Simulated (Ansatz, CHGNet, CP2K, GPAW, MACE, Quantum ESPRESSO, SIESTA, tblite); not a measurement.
# Random packing of 73Na2S-27P2S5 (mol %) (61 atoms): one structure in several programs

Wanted: errors and costs of other methods on random packing of 73Na2S-27P2S5 (mol %) (61 atoms). A plane-wave run serves as the reference.

Main program and level: Quantum ESPRESSO 7.5; Kohn-Sham DFT, PBE, SSSP efficiency 1.3.0 pseudopotentials, plane waves.

**1. The structure**

The cell holds 61 atoms: 22 Na, 31 S and 8 P. Its edges and angles: a = 10.809 Å, b = 10.809 Å, c = 10.809 Å, α = 90.0°, β = 90.0°, γ = 90.0°. 61 atoms (22 Na, 31 S, 8 P) packed at random in a cube at 2.3 g/cm³ and pushed apart as soft spheres, cations and anions kept from their own kind; a start for melting by ab initio MD, not an equilibrated structure. Then every atom was moved at random, 0.02 Å r.m.s. a Cartesian component.

**2. Reference: Quantum ESPRESSO, plane waves**

pw.in reads:

```
&control
  calculation = 'scf'
  pseudo_dir = './pseudo'
  outdir = './tmp'
  disk_io = 'none'
  tprnfor = .true.
  tstress = .true.
/
&system
  ibrav = 0
  nat = 61
  ntyp = 3
  ecutwfc = 45
  ecutrho = 360
  nosym = .true.
  occupations = 'smearing'
  smearing = 'fd'
  degauss = 0.003675
/
&electrons
  conv_thr = 3.0e-07
  electron_maxstep = 100
  mixing_beta = 0.4
  mixing_mode = 'plain'
  diagonalization = 'david'
/
ATOMIC_SPECIES
Na 22.990 Na.upf
S 32.060 S.upf
P 30.974 P.upf
CELL_PARAMETERS angstrom
10.80850 0.00000 0.00000
0.00000 10.80850 0.00000
0.00000 0.00000 10.80850
ATOMIC_POSITIONS crystal
Na 0.95930 0.28527 0.65533
Na 0.76308 0.59293 0.20262
Na 0.21773 0.38055 0.00606
Na 0.22988 0.68762 0.70663
Na 0.53213 0.13971 0.63313
Na 0.22997 0.09252 0.52840
Na 0.28988 0.65901 0.99105
Na 0.46512 0.08672 0.35936
Na 0.44776 0.60181 0.30125
Na 0.89557 0.83867 0.41912
Na 0.01434 0.56911 0.06743
Na 0.96145 0.10378 0.96541
[... 45 atom lines left out ...]
P 0.11430 0.62361 0.36864
P 0.00206 0.41657 0.40605
P 0.57155 0.18289 0.91049
P 0.61077 0.68538 0.51260
K_POINTS gamma
```

Started as:

```console
$ OMP_NUM_THREADS=1 mpirun -np 4 pw.x -in pw.in > output.txt
```

Output:

```text
Program PWSCF
     gamma-point specific algorithms are used
     one sub-group per band group will be used
     scalapack distributed-memory algorithm (size of sub-group:  2*  2 procs)
     Parallelization info
     sticks:   dense  smooth     PW     G-vecs:    dense   smooth      PW
     Min        2985    1493    369               245610    87003   10874
     Max        2988    1496    372               245616    87008   10884
     Sum       11945    5981   1481               982451   348027   43507
     bravais-lattice index     =            0
     lattice parameter (alat)  =      20.4251  a.u.
     unit-cell volume          =    8521.0455 (a.u.)^3
     number of atoms/cell      =           61
     number of atomic types    =            3
     number of electrons       =       424.00
[... lines left out ...]
     scf convergence threshold =      3.0E-07
[... lines left out ...]
     number of k points=     1  Fermi-Dirac smearing, width (Ry)=  0.0037
[... lines left out ...]
     total energy              =   -2954.36588333 Ry
[... lines left out ...]
     total energy              =   -2953.00790072 Ry
[... lines left out ...]
     total energy              =   -2956.61523823 Ry
[... lines left out ...]
     total energy              =   -2957.28431229 Ry
[... lines left out ...]
     total energy              =   -2957.28431230 Ry
[... lines left out ...]
   -48.1007 -47.5902 -47.4410 -47.3284 -47.3266 -47.1054 -47.0944 -47.0783
   -47.0310 -47.0245 -46.8986 -46.8746 -46.8613 -46.8097 -46.7550 -46.7212
   -46.6566 -46.3876 -46.2128 -45.9409 -45.8955 -45.8768 -20.0844 -20.0463
[...]
7.1150   7.2606   7.3376   7.3764   7.5507   7.7197   7.8053   7.9048
     8.0420   8.0826   8.2322   8.3191   8.5017   8.5646   8.7671   8.8677
     8.9636   9.0120   9.1802   9.3401   9.4727   9.6236
     the Fermi energy is     4.6421 ev
!    total energy              =   -2957.28431215 Ry
     estimated scf accuracy    <       0.00000022 Ry
     smearing contrib. (-TS)   =      -0.02754552 Ry
     internal energy E=F+TS    =   -2957.25676663 Ry
     The total energy is F=E-TS. E is the sum of the following terms:
     one-electron contribution =   -1750.95628154 Ry
     hartree contribution      =    1020.49418081 Ry
     xc contribution           =    -611.77569784 Ry
     ewald contribution        =   -1615.01896807 Ry
     convergence has been achieved in  41 iterations
     Forces acting on atoms (cartesian axes, Ry/au):
     atom    1 type  1   force =     0.00262203   -0.00510997    0.00378005
     atom    2 type  1   force =     0.00333796    0.00866699   -0.00620138
     atom    3 type  1   force =    -0.00155454   -0.02467551    0.00011937
[...]
atom   60 type  3   force =     0.03426843    0.05980473    0.04361068
     atom   61 type  3   force =     0.01108593   -0.01842758    0.08511505
     Total force =     0.322268     Total SCF correction =     0.001465
     Computing stress (Cartesian axis) and pressure
          total   stress  (Ry/bohr**3)                   (kbar)     P=       24.95
   0.00021749   0.00002341  -0.00004952           31.99        3.44       -7.29
   0.00002341   0.00013261   0.00001460            3.44       19.51        2.15
  -0.00004952   0.00001460   0.00015881           -7.29        2.15       23.36
     Message from routine punch:
     Nothing written, as per user request (disk_io='none')
```

Wall time 4.6 min (4 MPI ranks of Arm Neoverse V2, shared host); peak memory 2.8 GiB; 18 min of CPU time.

Banners, paths, timers and routine set-up lines are dropped from the logs unmarked, and long logs keep their key lines alone; longer cuts are marked.

Numbers from this run:

| Property | Result |
| --- | --- |
| r.m.s. force component | 0.6125 eV/Å |
| longest force | 2.481 eV/Å |
| pressure | 2.495 GPa |

**3. The ladder**

The programs:
- CHGNet: machine-learned potential, published weights.
- CP2K 2026.2: Gaussian basis with GTH pseudopotentials and a plane-wave density; labels give functional, basis (MOLOPT sets; SR short-range, UZH the newer set with its own potentials), grid cutoff/relative cutoff and solver (OT: orbital transformation; TRS4, TC2, SIGN: linear-scaling purification with its sparsity filter), or its built-in tight binding.
- MACE: machine-learned potential, published weights.
- SIESTA 5.4.2: numerical atomic orbitals, whose automatically made sets are far from complete, with PseudoDojo norm-conserving potentials that we converted to its format (checked against plane waves on the same files for H, C, O, Si, Ge and Ca alone); labels give functional, basis size, energy shift and mesh cutoff.
- tblite 0.8.0: extended tight binding, driven from Python.

All use the same cell and atoms; the electronic-structure runs use the same k-mesh, and an electronic temperature of 580 K (0.05 eV) where levels are smeared.

Differences are against the plane-wave reference, forces as r.m.s. over components; share is that over the reference's r.m.s. force, slope the least-squares factor from reference forces to these. Total energies of different programs have different zeros and aren't compared.

```csv
run,"Δ force, r.m.s. (meV/Å)",share (%),slope,Δ pressure (GPa),cores,CPU time,memory (GiB)
reference,-,-,-,-,4,18 min,2.8
CHGNet 0.3.0 potential,372,60.8,0.975,-1.44,1,2.9 s,0.62
"CP2K PBE, DZVP-MOLOPT-SR, 800/50 Ry, diagonalisation",229,37.4,1.017,0.377,4,5.8 min,6.0
"CP2K PBE, DZVP-UZH, 400/50 Ry, diagonalisation (coarse)",1046,171,0.994,1.08,4,4.4 min,2.8
"CP2K PBE, DZVP-UZH, 800/50 Ry, diagonalisation",245,40.0,1.009,0.796,4,6.9 min,6.0
"CP2K PBE, SZV-MOLOPT-SR, 800/50 Ry, diagonalisation (coarse)",902,147,0.774,5.86,2,5.9 min,4.8
MACE MP-0b2 small potential,269,44.0,0.925,-0.417,1,5.5 s,0.67
MACE MPA-0 medium potential,202,33.0,0.883,-0.212,1,6.9 s,0.79
"SIESTA PBE, DZP, shift 0.001 Ry, mesh 500 Ry",131,21.3,0.973,0.867,2,22 min,3.4
"SIESTA PBE, DZP, shift 0.01 Ry, mesh 500 Ry",124,20.2,0.955,-0.347,2,7.1 min,2.0
"SIESTA PBE, SZ, shift 0.01 Ry, mesh 500 Ry (coarse)",1473,240,0.518,4.83,1,2.2 min,0.86
"SIESTA PBE, SZP, shift 0.01 Ry, mesh 500 Ry (coarse)",442,72.1,0.848,0.310,1,5.6 min,1.6
tblite GFN1-xTB,434,70.8,1.256,-7.15,1,4.2 s,0.12
```

Rows marked coarse were listed beforehand as settings not expected to be converged; some can still land near the reference.

Times of the machine-learned potentials are mostly Python's start and the loading of weights.

CPU time is summed over cores on a shared host, where runs went side by side, so it is rough. Symmetry, cutoffs, thresholds, outputs and thread counts weren't matched or tuned between programs; memory under MPI is the largest rank's times the ranks.

Runs without a result: tblite GFN2-xTB (not converged); GPAW PBE, LCAO dzp, h 0.2 Å (cut off at its time limit of 8.1 min); CP2K GFN1-xTB, diagonalisation (not converged, the SCF not settling); GPAW PBE, LCAO dzp, h 0.2 Å, other mixer settings (cut off at its time limit of 13 min); GPAW PBE, LCAO szp(dzp), h 0.2 Å (cut off at its time limit of 4.9 min); GPAW revPBE, LCAO dzp, h 0.2 Å (cut off at its time limit of 8.1 min).

Mean charges by element (e), by run and scheme:

```csv
run,scheme,Na,S,P
"CP2K PBE, DZVP-MOLOPT-SR, 800/50 Ry, diagonalisation",Mulliken,+0.29,-0.18,-0.10
"CP2K PBE, DZVP-UZH, 800/50 Ry, diagonalisation",Mulliken,+0.50,-0.40,+0.20
"SIESTA PBE, DZP, shift 0.001 Ry, mesh 500 Ry",Hirshfeld,+0.16,-0.15,+0.12
"SIESTA PBE, DZP, shift 0.01 Ry, mesh 500 Ry",Hirshfeld,+0.12,-0.12,+0.13
tblite GFN1-xTB,Mulliken,+0.39,-0.32,+0.16
```

Within one program, basis, potentials and functional, energies share a zero. Each run against its twin at the usual cutoff or grid and solver:

```csv
run,twin,Δ energy (meV/atom),"Δ force, r.m.s. (meV/Å)",CPU time over the twin's
"CP2K PBE, DZVP-UZH, 400/50 Ry, diagonalisation","DZVP-UZH, 800/50 Ry, diagonalisation",-44.5,1137,0.65
```

**4. Outcome**

```json
{
  "reference r.m.s. force component": "0.613 eV/Å",
  "nearest in forces": "SIESTA PBE, DZP, shift 0.01 Ry, mesh 500 Ry, 20 %",
  "farthest in forces": "SIESTA PBE, SZ, shift 0.01 Ry, mesh 500 Ry (coarse), 240 %",
  "cheapest electronic-structure run beside the reference": "tblite GFN1-xTB, 4.2 s of CPU time"
}
```

What this shows: The PBE runs in local orbitals, coarse settings apart, differ by 20 % (SIESTA PBE, DZP, shift 0.01 Ry, mesh 500 Ry) to 40 % (CP2K PBE, DZVP-UZH, 800/50 Ry, diagonalisation); basis, grid and potentials can all enter. Tight binding differs by 71 % (tblite GFN1-xTB); it is another model, with fitted parameters of its own, and the xTB methods hold dispersion. Machine-learned potentials differ by 33 % (MACE MPA-0 medium potential) to 61 % (CHGNet 0.3.0 potential); they were trained on other programs' data. Runs with settings chosen to be coarse differ by 72 % (SIESTA PBE, SZP, shift 0.01 Ry, mesh 500 Ry) to 240 % (SIESTA PBE, SZ, shift 0.01 Ry, mesh 500 Ry), their programs' other errors included. Of the electronic-structure runs that take under half the reference's CPU time, SIESTA PBE, DZP, shift 0.01 Ry, mesh 500 Ry comes nearest, at 20 % in 7.1 min against 18 min. In pressure, CP2K PBE, SZV-MOLOPT-SR, 800/50 Ry, diagonalisation misses by +5.9 GPa, at the same functional. Charges hang on model, scheme and program or settings: among these rows the mean for Na runs from +0.12 to +0.50 e. In the reference: levels near the Fermi energy are neither full nor empty under the smearing, so no gap is quoted. Periodic xTB results under one method name differ between programs and library versions. The reference's pressure holds the uncorrected Pulay stress of its 45 Ry basis, so small pressure differences, and their order, may be the reference's own error. Machine-learned potentials mimic data converged in k, so the reference's own k-point error enters their differences. The reference's pressure of 2.5 GPa belongs to a cell and atoms that aren't relaxed at this level. The electronic-structure runs sample only Γ, in a cell whose shortest periodic width is 11 Å, which is coarse for a cell with partly filled levels.

[Also dropped from logs without a mark: logging warnings of Python, and SIESTA's first energy breakdown and zero terms.]

[Logs are printed without paths, hosts, clocks, repeated set-up lines and the standing remarks that a program may print on its own settings, such as how far it seeks lower states.]

[Hosts, paths, dates, database ids (printed as entryN), source tags and the programs' standing remarks are cut or masked in the printed files.]
